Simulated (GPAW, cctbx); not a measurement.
# By hand: from a DFT structure factor to an extinction distance in Li2TlAsBr6

Li2TlAsBr6, Fm-3m (no. 225), a = 11.4541 Å, b = 11.4541 Å, c = 11.4541 Å, α = 90.00°, β = 90.00°, γ = 90.00°.

| atom | mult. | x | y | z |
| --- | --- | --- | --- | --- |
| Tl1 | 4 | 1/2 | 0 | 0 |
| Br1 | 24 | 0 | 0 | 0.7678 |
| As1 | 4 | 0 | 0 | 0 |
| Li1 | 8 | 1/4 | 3/4 | 3/4 |

The cell comes from substitution in a known structure type and wasn't matched to any measured phase.

A DFT run (GPAW, PBE, 550 eV, 3×3×3 k-points, Fermi–Dirac width 0.05 eV) gives the static X-ray structure factor of 022 as 192.152 e for the conventional cell; superposed free atoms give 195.719 e. **Problem.** Find the Fourier component V of the crystal potential and the two-beam extinction distance at 120 kV in both cases.

### 1. Geometry

The cell volume is Ω = 1502.74 Å³ and d(022) = 4.0496 Å, so g = 1/d = 0.2469 Å⁻¹.

### 2. The nuclei

Electrons feel nuclei as well as electrons, so the nuclear charges are summed with the same phases.

Phase sums Σ exp(2πi h·x), turned so that the total is real and positive: Tl +4.000, Br -7.600, As +4.000, Li +8.000. Then F_Z = 81 × (+4.000) + 35 × (-7.600) + 33 × (+4.000) + 3 × (+8.000) = 214.01 e. The electron term has the same sign for this reflection.

### 3. Mott–Bethe

Poisson's equation, term by term, gives V = (e/4πε₀)(F_Z − F)/(πΩg²), with e/4πε₀ = 14.3996 V Å.

The prefactor is 14.3996 × 4.0496²/(π × 1502.74) = 0.05002 V per electron. Free atoms: (214.01 − 195.719) × 0.05002 = 0.915 V. Crystal: (214.01 − 192.152) × 0.05002 = 1.093 V. F changes by -1.82 % and V by +19.5 %: the same 3.57 e is measured against F_Z − F = 18.3 e in place of F = 195.7 e.

### 4. Extinction distance

In the two-beam case ξ = 1/(λU) with U = 2γm₀eV/h², that is ξ = 150.41 V Å²/(γλV).

At 120 kV, λ = 0.03349 Å and γ = 1.2348. Free atoms: ξ = 3975 Å. Crystal: ξ = 3327 Å. The thickness fringes go as sin²(πt/ξ), so the two patterns slip by a quarter of a period when t|1/ξ₁ − 1/ξ₀| = 1/4, at t ≈ 510 nm. Thermal motion, absorption and many-beam coupling, left out here, change a real pattern.

### 5. Answer

V(022) is 1.09 V against 0.91 V, and ξ is 3327 against 3975 Å. Limits: static atoms, two beams.
